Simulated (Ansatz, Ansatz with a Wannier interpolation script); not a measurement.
Rows from a G0W0 calculation on CaMoO4 (I4_1/a) (Ansatz 0.2.0; G0W0 on LDA, plane waves, PAW; 4×4×4 mesh, 650 empty bands, screening to 150 eV), in eV. Spin-orbit coupling is left out.

```csv
row,Σx,Σc,Vxc,Z
A,-15.11,-4.59,-21.23,0.78
B,-15.61,-4.50,-21.67,0.78
C,-25.52,4.20,-20.74,0.74
D,-16.57,-4.39,-22.55,0.76
E,-16.18,-4.38,-22.16,0.77
F,-25.82,4.22,-21.03,0.74
```

Question: Which rows are filled states and which are empty ones, and how can one tell?

Filled: C and F. Empty: A, B, D and E. The sign of Σc tells: for a filled state bare exchange, which holds its interaction with itself, lies below Vxc (Σx − Vxc is -4.8 eV or lower here) and screening gives part back as a positive Σc. For an empty state Σx lies above Vxc (+6.0 eV or more) and the Coulomb hole leaves Σc negative.

[Paths, hosts, dates, memory and timing lines, banners, echoed tables and standing remarks are left out of the program output.]

[Logs are printed without paths, hosts, clocks, repeated set-up lines and the standing remarks that a program may print on its own settings, such as how far it seeks lower states.]

[Runs of the session that timed out or met a known fault of the program may be left out.]

[Hosts, paths, dates, database ids (printed as entryN), source tags and the programs' standing remarks are cut or masked in the printed files.]
